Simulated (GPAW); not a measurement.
# A GW chain in GPAW: BN (P6_3/mmc)

How does a plane-wave GW calculation on BN (P6_3/mmc) run from the first input to the gap?

Method: PBE and many-body steps on it, plane waves, in GPAW 26.7.0.

**Experimental background.**

- Gap 5.98 eV: direct gap suggested from cathodoluminescence and absorption; cathodoluminescence and optical absorption; bulk crystal (high-quality single crystal, earlier work) (quoted in “Near band gap photoluminescence properties of hexagonal boron nitride”, 2008, arxiv:0804.2760).

## Step 1: Starting point

Symmetry: P6_3/mmc, No. 194, hexagonal system. Conventional cell: a = 2.504 Å, b = 2.504 Å, c = 6.661 Å, α = 90.00°, β = 90.00°, γ = 120.00°. B has 3 N at 1.45 Å nearest. N has 3 B at 1.45 Å nearest. Farther neighbours, and contacts between anions beyond the nearest, are not listed.

Coordinates:

```cif
data_structure
_symmetry_space_group_name_H-M 'P 1'
_symmetry_Int_Tables_number 1
_cell_length_a 2.5040
_cell_length_b 2.5040
_cell_length_c 6.6612
_cell_angle_alpha 90.000
_cell_angle_beta 90.000
_cell_angle_gamma 120.000
_cell_volume 36.17
loop_
_atom_site_label
_atom_site_type_symbol
_atom_site_fract_x
_atom_site_fract_y
_atom_site_fract_z
_atom_site_occupancy
B1 B 0.33333 0.66667 0.25000 1
B2 B 0.66667 0.33333 0.75000 1
N3 N 0.33333 0.66667 0.75000 1
N4 N 0.66667 0.33333 0.25000 1
```

The cell and positions come from the Crystallography Open Database and are kept as given unless a step says otherwise.

## Step 2: Ground state

This step: GPAW 26.7.0; DFT, PBE, plane waves, PAW.

The ground-state density comes first.

run.py

```python
import json
import numpy as np
from gpaw.mpi import world
from ase import Atoms
from gpaw import GPAW, PW, FermiDirac

atoms = Atoms(['B', 'B', 'N', 'N'],
    cell=[[2.5039900000, 0.0000000000, 0.0000000000],
      [-1.2519950000, 2.1685189508, 0.0000000000],
      [0.0000000000, 0.0000000000, 6.6612000000]],
    scaled_positions=[[0.3333333333, 0.6666666667, 0.2500000000],
      [0.6666666667, 0.3333333333, 0.7500000000],
      [0.3333333333, 0.6666666667, 0.7500000000],
      [0.6666666667, 0.3333333333, 0.2500000000]],
    pbc=(True, True, True))
calc = GPAW(mode=PW(600),
    xc='PBE',
    kpts={'size': (9, 9, 4), 'gamma': True},
    occupations=FermiDirac(0.001),
    nbands=-8,
    convergence={'density': 1e-6, 'bands': -3},
    maxiter=100,
    txt='gs.txt')
atoms.calc = calc
res = {'energy': atoms.get_potential_energy()}
kpts = calc.get_ibz_k_points()
res['kpts'] = kpts
res['eigenvalues'] = [calc.get_eigenvalues(kpt=k) for k in range(len(kpts))]
res['n_electrons'] = calc.get_number_of_electrons()
calc.write('gs.gpw')

if world.rank == 0:
    with open('result.json', 'w') as f:
        json.dump(res, f, default=lambda x: x.tolist())
```

Started as:

```
> mpirun -n 4 gpaw python run.py
```

Standard output:

```text
__  _  _
 | _ |_)|_||  |
 |__||  | ||/\| - 26.7.0

Input parameters:
  mode=PW(ecut=600.0),
  convergence={'density': 1e-06, 'bands': -3},
  kpts=MonkhorstPack(size=(9, 9, 4), gamma=True),
  maxiter=100,
  nbands=-8,
  occupations=Occupations(name='fermi-dirac', width=0.001, fixmagmom=False),
  xc=XC(name='PBE')
  [... matrices ...]
Diagonalizing LCAO Hamiltonian
Converting LCAO to pw mode

        N B

        B N

Atoms  # Å, Bohr magnetons
|   | symbol |         x |        y |        z |    initial magnetic moments |
| 0 |      B | -0.000000 | 1.445679 | 1.665300 | ( 0.0000,  0.0000,  0.0000) |
| 1 |      B |  1.251995 | 0.722840 | 4.995900 | ( 0.0000,  0.0000,  0.0000) |
| 2 |      N | -0.000000 | 1.445679 | 4.995900 | ( 0.0000,  0.0000,  0.0000) |
| 3 |      N |  1.251995 | 0.722840 | 1.665300 | ( 0.0000,  0.0000,  0.0000) |

Unit cell  # Å
| periodic |         x |        y |        z |  lengths |     angles |
|      yes |  2.503990 | 0.000000 | 0.000000 | 2.503990 |  90.000000 |
|      yes | -1.251995 | 2.168519 | 0.000000 | 2.503990 |  90.000000 |
|      yes |  0.000000 | 0.000000 | 6.661200 | 6.661200 | 120.000000 |

Number of symmetries: 12
Symmetry operations  # r_c * U_cc + t_c -> r_c
|    | kind |            matrix            |
|  0 |  σ   |  1, 1, 0,  0,-1, 0,  0, 0, 1 |
|  1 |  S6  |  1, 1, 0, -1, 0, 0,  0, 0,-1 |
|  2 |  E   |  1, 0, 0,  0, 1, 0,  0, 0, 1 |
|  3 |  C2  |  1, 0, 0, -1,-1, 0,  0, 0,-1 |
|  4 |  C2  |  0, 1, 0,  1, 0, 0,  0, 0,-1 |
|  5 |  C3  |  0, 1, 0, -1,-1, 0,  0, 0, 1 |
|  6 |  S6  |  0,-1, 0,  1, 1, 0,  0, 0,-1 |
|  7 |  σ   |  0,-1, 0, -1, 0, 0,  0, 0, 1 |
|  8 |  σ   | -1, 0, 0,  1, 1, 0,  0, 0, 1 |
|  9 |  i   | -1, 0, 0,  0,-1, 0,  0, 0,-1 |
| 10 |  C3  | -1,-1, 0,  1, 0, 0,  0, 0, 1 |
| 11 |  C2  | -1,-1, 0,  0, 1, 0,  0, 0,-1 |

BZ-sampling:
  Number of BZ points: 324
  Number of IBZ points: 43

  Monkhorst-Pack size: [9, 9, 4]
  Monkhorst-Pack shift: [0.0, 0.0, 0.125]

K-points  # in reciprocal-cell coordinates
|     |                                coordinates |     weight |
|   0 | (  0.00000000,   0.00000000,   0.00000000) | 0.00308642 |
|   1 | (  0.00000000,   0.00000000,   0.25000000) | 0.00617284 |
|   2 | (  0.00000000,   0.00000000,   0.50000000) | 0.00308642 |
|   3 | (  0.11111111,   0.00000000,  -0.25000000) | 0.01851852 |
|   4 | (  0.11111111,   0.00000000,   0.00000000) | 0.01851852 |
|   5 | (  0.11111111,   0.00000000,   0.25000000) | 0.01851852 |
|   6 | (  0.11111111,   0.00000000,   0.50000000) | 0.01851852 |
|   7 | (  0.22222222,  -0.11111111,   0.00000000) | 0.01851852 |
|   8 | (  0.22222222,  -0.11111111,   0.25000000) | 0.03703704 |
|   9 | (  0.22222222,  -0.11111111,   0.50000000) | 0.01851852 |
| ... |                                            |            |
|  42 | (  0.44444444,   0.44444444,   0.50000000) | 0.01851852 |

Plane wave coefficients: 1233
Cutoff: 600.0 eV

Spin-components: 1 (collinear spins)
Bands:           16
Projectors:      20
Spin-degeneracy: 2
Datatype:        complex128

  Storage: CPU
  Wave functions: 12_846_336 bytes (3_211_584 per core)
  Projectors: 18_466_608 bytes (4_616_652 per core)
  [... matrices ...]
Parallelization:
  kpt:    4
  domain: 1
  band:   1

Density:
  Valence electrons: 16.0
  Components: 1
  Grid points: [15 15 40]
  Charge: 0.0  # |e|

Potential:
  Grid points: [15 15 40]

species:
  B:
    name:    Boron
    Z:       5.0
    valence: 3
    core:    2
    charge:  0.0  # [|e|]
    compensation charges:
      type: gauss
      rc: 0.20  # [Å]
      lmax: 2
    cutoffs:
      filter: 1.14  # [Å]
      core: 1.38  # [Å]
    projectors
    | kind |    occ | energy [eV] | rcut [Å] |
    |   2s |  2.000 |      -9.443 |    0.635 |
    |   2p |  1.000 |      -3.606 |    0.635 |
    |    s |        |      17.768 |    0.635 |
    |    p |        |      23.605 |    0.635 |
    |    d |        |       0.000 |    0.635 |

    Using partial waves for B as LCAO basis

  N:
    name:    Nitrogen
    Z:       7.0
    valence: 5
    core:    2
    charge:  0.0  # [|e|]
    compensation charges:
      type: gauss
      rc: 0.18  # [Å]
      lmax: 2
    cutoffs:
      filter: 1.11  # [Å]
      core: 0.96  # [Å]
    projectors
    | kind |    occ | energy [eV] | rcut [Å] |
    |   2s |  2.000 |     -18.583 |    0.603 |
    |   2p |  3.000 |      -7.089 |    0.529 |
    |    s |        |       8.629 |    0.603 |
    |    p |        |      20.123 |    0.529 |
    |    d |        |       0.000 |    0.577 |

    Using partial waves for N as LCAO basis

Reference energy: -4302.422143  # eV

eigensolver:
  PPCG
  Converge bands: -3
  niter=2

density mixing:
  MSR1-Mixer
  Pratt-step length: 0.05
  Maximum mixing coefficient: 0.75
  Old densities: 10
  SVD Regularization: 0.005
  Good broyden scale: 1.0
  Trust region scale: 1.0
  Backstep threshold: 4.0
  History deletion threshold: 6.0
  Fourier metric: weight=20.0, sigma=0.015

occupation numbers:
  Fermi-Dirac:
    width: 0.0010  # eV

poisson solver:
  ecut: 4800.0  # eV

xc functional:
  name: PBE with 2 nearest neighbor stencil

Initialization done in: 1.175 s

convergence criteria:
- Maximum integral of absolute [dens]ity change: 1e-06 electrons / valence electron
- Maximum [total energy] change in last 3 cyles: 0.0005 eV / valence electron
- Maximum integral of absolute [eigenst]ate change: 4e-08 eV^2 / valence electron
maximum number of iterations: 100

SCF iterations
|iter     |     time |      energy | eigst |  dens |
|iter:   1|  |  -37.925831 | +1.19 |       |
|iter:   2|  |  -37.312975 | -0.44 | -0.65 |
|iter:   3|  |  -34.938530 | -0.17 | -0.69 |
|iter:   4|  |  -34.893384 | -1.68 | -1.32 |
|iter:   5|  |  -34.892038 | -1.90 | -1.70 |
|iter:   6|  |  -34.892447c| -3.65 | -2.31 |
|iter:   7|  |  -34.892452c| -5.00 | -3.34 |
|iter:   8|  |  -34.892453c| -6.28 | -3.96 |
|iter:   9|  |  -34.892453c| -7.07 | -4.90 |
|iter:  10|  |  -34.892453c| -7.69c| -5.70 |
|iter:  11|  |  -34.892453c| -8.26c| -6.30c|

Converged in 11 steps
SCF loop duration: 3.644 s (0.331 s/step)
Energy contributions relative to reference atoms: (reference = -4302.422143)
  [... matrices ...]
Energy contributions:
  Kinetic:          33.373427
  Coulomb:         -33.294589
  Zero:             -0.004928
  External:          0.000000
  Xc:              -34.966363
  Entropy:          -0.000000
  Spinorbit:         0.000000
  ----------------------------
  Free energy:     -34.892453
  Extrapolated:    -34.892453

dipole moment: (0.000000, 0.000000, 0.000001)  # |e|*Ang

Fermi level: 4.849
Eigenvalues  # (at kpt = [0.000, 0.000, 0.000])
| band index |      eig [eV] | occ [0-2] |
|          0 |       -13.811 |     2.000 |
|          1 |       -13.524 |     2.000 |
|          2 |        -2.199 |     2.000 |
|          3 |        -0.101 |     2.000 |
|          4 |         2.682 |     2.000 |
|          5 |         2.683 |     2.000 |
|          6 |         2.721 |     2.000 |
|          7 |         2.721 |     2.000 |
|          8 |         9.242 |     0.000 |
|          9 |        14.299 |     0.000 |
|         10 |        15.570 |     0.000 |
|         11 |        15.571 |     0.000 |
|         12 |        15.691 |     0.000 |
|         13 |        15.691 |     0.000 |
|         14 |        16.207 |     0.000 |
|         15 |        17.045 |     0.000 |

Gap: 4.390 eV
Transition (v -> c):
  (s=0, k=24, n=7, [0.33, 0.33, 0.50]) -> (s=0, k=40, n=8, [0.44, 0.44, 0.00])
Direct/indirect transitions are different
Direct gap: 4.636 eV
Transition at: (s=0, k=24, n=7, [0.33, 0.33, 0.50])
# Writing to gs.gpw (mode='')
  [... matrices ...]
```

Elapsed: 6.6 s, on 4 MPI ranks of Arm Neoverse V1, shared host; peak memory 0.64 GiB; 26 s of CPU time.

Numbers from this step:

| Property | Result |
| --- | --- |
| total energy | -34.89 eV |
| gap | 4.390 eV |
| k of the valence top | 0.3333, 0.3333, 0.5 |
| k of the conduction bottom | 0.4444, 0.4444, 0 |
| least direct gap | 4.636 eV |

The gap is indirect, with the least direct gap 0.25 eV higher.

## Step 3: Bands along the symmetry lines

Levels along a band path, at the cheap level, show where the edges lie and whether the meshes to come will hold them.

run.py

```python
import json
import numpy as np
from gpaw.mpi import world
from gpaw import GPAW

path = [[0.000000, 0.000000, 0.000000],
    [0.062500, 0.000000, 0.000000],
    [0.125000, 0.000000, 0.000000],
    [0.187500, 0.000000, 0.000000],
    [0.250000, 0.000000, 0.000000],
    [0.312500, 0.000000, 0.000000],
    [0.375000, 0.000000, 0.000000],
    [0.437500, 0.000000, 0.000000],
    [0.500000, 0.000000, 0.000000],
    [0.479167, 0.041667, 0.000000],
    [0.458333, 0.083333, 0.000000],
    [0.437500, 0.125000, 0.000000],
    [0.416667, 0.166667, 0.000000],
    [0.395833, 0.208333, 0.000000],
    [0.375000, 0.250000, 0.000000],
    [0.354167, 0.291667, 0.000000],
    [0.333333, 0.333333, 0.000000],
    [0.291667, 0.291667, 0.000000],
    [0.250000, 0.250000, 0.000000],
    [0.208333, 0.208333, 0.000000],
    [0.166667, 0.166667, 0.000000],
    [0.125000, 0.125000, 0.000000],
    [0.083333, 0.083333, 0.000000],
    [0.041667, 0.041667, 0.000000],
    [0.000000, 0.000000, 0.000000],
    [0.000000, 0.000000, 0.062500],
    [0.000000, 0.000000, 0.125000],
    [0.000000, 0.000000, 0.187500],
    [0.000000, 0.000000, 0.250000],
    [0.000000, 0.000000, 0.312500],
    [0.000000, 0.000000, 0.375000],
    [0.000000, 0.000000, 0.437500],
    [0.000000, 0.000000, 0.500000],
    [0.062500, 0.000000, 0.500000],
    [0.125000, 0.000000, 0.500000],
    [0.187500, 0.000000, 0.500000],
    [0.250000, 0.000000, 0.500000],
    [0.312500, 0.000000, 0.500000],
    [0.375000, 0.000000, 0.500000],
    [0.437500, 0.000000, 0.500000],
    [0.500000, 0.000000, 0.500000],
    [0.479167, 0.041667, 0.500000],
    [0.458333, 0.083333, 0.500000],
    [0.437500, 0.125000, 0.500000],
    [0.416667, 0.166667, 0.500000],
    [0.395833, 0.208333, 0.500000],
    [0.375000, 0.250000, 0.500000],
    [0.354167, 0.291667, 0.500000],
    [0.333333, 0.333333, 0.500000],
    [0.291667, 0.291667, 0.500000],
    [0.250000, 0.250000, 0.500000],
    [0.208333, 0.208333, 0.500000],
    [0.166667, 0.166667, 0.500000],
    [0.125000, 0.125000, 0.500000],
    [0.083333, 0.083333, 0.500000],
    [0.041667, 0.041667, 0.500000],
    [0.000000, 0.000000, 0.500000],
    [0.500000, 0.000000, 0.500000],
    [0.500000, 0.000000, 0.437500],
    [0.500000, 0.000000, 0.375000],
    [0.500000, 0.000000, 0.312500],
    [0.500000, 0.000000, 0.250000],
    [0.500000, 0.000000, 0.187500],
    [0.500000, 0.000000, 0.125000],
    [0.500000, 0.000000, 0.062500],
    [0.500000, -0.000000, 0.000000],
    [0.333333, 0.333333, 0.500000],
    [0.333333, 0.333333, 0.437500],
    [0.333333, 0.333333, 0.375000],
    [0.333333, 0.333333, 0.312500],
    [0.333333, 0.333333, 0.250000],
    [0.333333, 0.333333, 0.187500],
    [0.333333, 0.333333, 0.125000],
    [0.333333, 0.333333, 0.062500],
    [0.333333, 0.333333, 0.000000]]
calc = GPAW('gs.gpw').fixed_density(kpts=path,
    symmetry='off',
    nbands=18,
    convergence={'bands': 14},
    txt='bands.txt')
res = {}
kpts = calc.get_ibz_k_points()
res['kpts'] = kpts
res['eigenvalues'] = [calc.get_eigenvalues(kpt=k) for k in range(len(kpts))]
res['n_electrons'] = calc.get_number_of_electrons()

if world.rank == 0:
    with open('result.json', 'w') as f:
        json.dump(res, f, default=lambda x: x.tolist())
```

Started as:

```
> mpirun -n 4 gpaw python run.py
```

Standard output:

```text
Diagonalizing LCAO Hamiltonian
Converting LCAO to pw mode
convergence criteria:
- Maximum integral of absolute [eigenst]ate change: 4e-08 eV^2 / valence electron
maximum number of iterations: 100

SCF iterations
|iter     |     time |      energy | eigst |  dens |
|iter:   1|  |             | +1.53 |       |
|iter:   2|  |             | +0.35 |       |
|iter:   3|  |             | -0.47 |       |
[...]
|iter:   8|  |             | -6.07 |       |
|iter:   9|  |             | -7.00 |       |
|iter:  10|  |             | -7.84c|       |
SCF steps: 10
  __  _  _
 | _ |_)|_||  |
 |__||  | ||/\| - 26.7.0

Input parameters:
  mode=PW(ecut=600.0),
  convergence={'bands': 14},
  gpts=array([15, 15, 40]),
  kpts=KPoints(kpts=array([[ 0.      ,  0.      ,  0.      ],
         [ 0.0625  ,  0.      ,  0.      ],
         [ 0.125   ,  0.      ,  0.      ],
         [ 0.1875  ,  0.      ,  0.      ],
[...]
[ 0.479167,  0.041667,  0.      ],
         [ 0.458333,  0.083333,  0.      ],
[...]
[ 0.416667,  0.166667,  0.      ],
[...]
[ 0.5     ,  0.      ,  0.0625  ],
         [ 0.5     , -0.      ,  0.      ],
[...]
[ 0.333333,  0.333333,  0.125   ],
         [ 0.333333,  0.333333,  0.0625  ],
         [ 0.333333,  0.333333,  0.      ]])),
  maxiter=100,
  nbands=18,
  occupations=Occupations(name='fermi-dirac', width=0.001, fixmagmom=False),
  parallel={},
  symmetry=Symmetry(point_group=False, time_reversal=False),
  xc=XC(name='PBE')
```

Wall time 8.5 s (4 MPI ranks); peak memory 0.68 GiB.

Read from the output:

```
gap                        : 4.249 eV
k of the valence top       : 0.3542, 0.2917, 0
k of the conduction bottom : 0.5, 0, 0
least direct gap           : 4.636 eV
```

The gap is 4.249 eV, −0.141 eV from the run before at this level.

The electronic bands at the labelled points (eV, zero at the top of the highest filled band; v1 is the highest filled band, c1 the lowest empty one):

| point | v4 | v3 | v2 | v1 | c1 | c2 | c3 | c4 |
| --- | --- | --- | --- | --- | --- | --- | --- | --- |
| Γ | -1.35 | -1.35 | -1.31 | -1.31 | 5.21 | 10.27 | 11.54 | 11.54 |
| halfway | -4.60 | -2.98 | -2.93 | -2.70 | 7.05 | 8.76 | 9.29 | 10.55 |
| M | -4.17 | -4.11 | -1.46 | -0.47 | 4.25 | 5.60 | 9.50 | 9.93 |
| halfway | -5.53 | -5.45 | -1.02 | -0.20 | 4.48 | 5.43 | 11.21 | 11.98 |
| K | -7.18 | -7.18 | -0.10 | -0.10 | 4.82 | 4.82 | 10.77 | 13.21 |
| halfway | -4.08 | -3.95 | -3.90 | -2.25 | 7.73 | 8.37 | 8.42 | 12.19 |
| Γ | -1.35 | -1.35 | -1.31 | -1.31 | 5.21 | 10.27 | 11.54 | 11.54 |
| halfway | -1.35 | -1.35 | -1.32 | -1.32 | 5.90 | 9.36 | 11.55 | 11.55 |
| A | -1.33 | -1.33 | -1.33 | -1.33 | 7.56 | 7.56 | 11.60 | 11.60 |
| halfway | -3.72 | -3.72 | -2.96 | -2.96 | 8.16 | 8.16 | 10.27 | 10.27 |
| L | -4.14 | -4.14 | -0.94 | -0.94 | 4.71 | 4.71 | 9.89 | 9.89 |
| halfway | -5.49 | -5.49 | -0.57 | -0.57 | 4.76 | 4.76 | 11.89 | 11.89 |
| H | -7.18 | -7.18 | -0.02 | -0.02 | 4.61 | 4.61 | 11.99 | 11.99 |
| halfway | -3.94 | -3.94 | -3.23 | -3.23 | 7.95 | 7.95 | 10.81 | 10.81 |
| A | -1.33 | -1.33 | -1.33 | -1.33 | 7.56 | 7.56 | 11.60 | 11.60 |
| jump to L | -4.14 | -4.14 | -0.94 | -0.94 | 4.71 | 4.71 | 9.89 | 9.89 |
| halfway | -4.16 | -4.11 | -1.31 | -0.59 | 4.34 | 5.29 | 9.67 | 9.94 |
| M | -4.17 | -4.11 | -1.46 | -0.47 | 4.25 | 5.60 | 9.50 | 9.93 |
| jump to H | -7.18 | -7.18 | -0.02 | -0.02 | 4.61 | 4.61 | 11.99 | 11.99 |
| halfway | -7.18 | -7.18 | -0.07 | -0.07 | 4.71 | 4.71 | 11.08 | 13.25 |
| K | -7.18 | -7.18 | -0.10 | -0.10 | 4.82 | 4.82 | 10.77 | 13.21 |

## Step 4: Empty states on the mesh, 6×6×2 mesh, 92 bands

The sums over transitions need many empty states on a uniform mesh; this step solves for them.

run.py

```python
import json
import numpy as np
from gpaw.mpi import world
from gpaw import GPAW

calc = GPAW('gs.gpw').fixed_density(kpts={'size': (6, 6, 2), 'gamma': True},
    parallel={'domain': 1, 'band': 1},
    txt='nscf.txt')
calc.diagonalize_full_hamiltonian(nbands=92)
calc.write('full.gpw', mode='all')
res = {}
kpts = calc.get_ibz_k_points()
res['kpts'] = kpts
res['eigenvalues'] = [calc.get_eigenvalues(kpt=k) for k in range(len(kpts))]
res['n_electrons'] = calc.get_number_of_electrons()

if world.rank == 0:
    with open('result.json', 'w') as f:
        json.dump(res, f, default=lambda x: x.tolist())
```

Started as:

```
> mpirun -n 4 gpaw python run.py
```

Standard output:

```text
Diagonalizing LCAO Hamiltonian
Converting LCAO to pw mode
convergence criteria:
- Maximum integral of absolute [eigenst]ate change: 4e-08 eV^2 / valence electron
maximum number of iterations: 100

SCF iterations
|iter     |     time |      energy | eigst |  dens |
|iter:   1|  |             | +1.30 |       |
|iter:   2|  |             | -0.03 |       |
|iter:   3|  |             | -1.32 |       |
[...]
|iter:   8|  |             | -4.12 |       |
|iter:   9|  |             | -6.38 |       |
|iter:  10|  |             | -7.76c|       |
SCF steps: 10
  __  _  _
 | _ |_)|_||  |
 |__||  | ||/\| - 26.7.0

Input parameters:
  mode=PW(ecut=600.0),
  convergence={'density': 1e-06, 'bands': -3},
  gpts=array([15, 15, 40]),
  kpts=MonkhorstPack(size=(6, 6, 2), gamma=True),
  maxiter=100,
  nbands=16,
  occupations=Occupations(name='fermi-dirac', width=0.001, fixmagmom=False),
  parallel={'domain': 1, 'band': 1},
  xc=XC(name='PBE')
Matrix size: 1187x1187
# Writing to full.gpw (mode='all')
  [... matrices ...]

timing:  # [seconds]
  Total: 7.576  # ━━━━━━━━━━━━━━━━━━━━━━━━━━━━━━━━━━━━━━━━━━━━━━━━━━━━━━━━━━━
```

Run time: 12 s. Hardware: 4 MPI ranks; peak memory 1.2 GiB.

This step gave:

```
gap                                                           : 4.273 eV
k of the valence top                                          : 0.3333, 0.3333, 0.5
k of the conduction bottom                                    : 0.5, 0.5, 0
least direct gap                                              : 4.636 eV
k points computed                                             : 14
lowest point of the top converged band, above the valence top : 89.4031 eV
```

On this mesh the gap is 4.273 eV.

(Part 1 of 2 ends here.)

[Long decimals in the printed logs are rounded to 6 places.]

[Logs are printed without paths, hosts, clocks, repeated set-up lines and the standing remarks that a program may print on its own settings, such as how far it seeks lower states.]

[Paths, hosts, dates, memory and timing lines, banners, echoed tables and standing remarks are left out of the program output; an Ansatz launch command may be rebuilt from the run's recorded settings. Measured values are a selection of at most five: reports struck by readers or far from the other reports are left out. None is set beside runs whose start may be inverted or whose files or cutoffs have a known fault.]

[Runs of the session that timed out or met a known fault of the program may be left out.]

[Hosts, paths, dates, database ids (printed as entryN), source tags and the programs' standing remarks are cut or masked in the printed files.]

[Where the starting crystal was built by hand or by swapping elements, it need not be the compound's stable phase.]
